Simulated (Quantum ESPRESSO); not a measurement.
Records of electronic-structure calculations.

```cif
data_crnias
_symmetry_space_group_name_H-M 'P-62m'
_symmetry_Int_Tables_number 189
_cell_length_a 6.1020
_cell_length_b 6.1020
_cell_length_c 3.6540
_cell_angle_alpha 90.000
_cell_angle_beta 90.000
_cell_angle_gamma 120.000
_cell_volume 117.83
loop_
_atom_site_label
_atom_site_type_symbol
_atom_site_symmetry_multiplicity
_atom_site_Wyckoff_symbol
_atom_site_fract_x
_atom_site_fract_y
_atom_site_fract_z
_atom_site_occupancy
Cr1 Cr 3 g 0.57290 0.00000 0.50000 1
Ni1 Ni 3 f 0.25150 0.00000 0.00000 1
As1 As 1 b 0.00000 0.00000 0.50000 1
As2 As 2 c 0.33333 0.66667 0.00000 1
_calc_subject 'CrNiAs: parallel and opposed starts'
_calc_method 'PBEsol; plane waves with GBRV 1.5 PBEsol potentials, no spin-orbit coupling (and 1 further level or step)'
_calc_program 'Quantum ESPRESSO 7.5'
_calc_settings_of_one_run 'GBRV 1.5 PBEsol, cutoff 544.23 eV, 8×8×8 k-mesh, 75 bands, fermi-dirac occupations, smearing width 0.1 eV, collinear spin, SCF threshold 1.80e-8, mesh matched on, starting moments 2.5 2.5 2.5 1 1 1 0 0 0 μB'
_calc_cost '3 runs, 34 min in all on 4 MPI ranks of Arm Neoverse V2, shared host (the runs of this entry)'
_calc_notes 'The run is spin-polarised, with a total moment of 8.54 μB a cell (absolute 9.52).'
_calc_lowest_state_found 'ferromagnetic (from ferro ++++++ and ferri ++++--)'
_calc_largest_site_moment '2.70 μB'
_calc_next_state_with_moments 'ferrimagnetic, 8.84 meV a seeded atom higher'
```

[Logs and program files are shortened in this print: banners, set-up blocks, solver, clock and traceback lines can be left out without a mark of their own.]

[Logs are printed without paths, hosts, clocks, repeated set-up lines and the standing remarks that a program may print on its own settings, such as how far it seeks lower states.]

[Hosts, paths, dates, database ids (printed as entryN), source tags and the programs' standing remarks are cut or masked in the printed files.]

[Where a cell is said to come from a database of computed structures, the database is the Materials Project.]
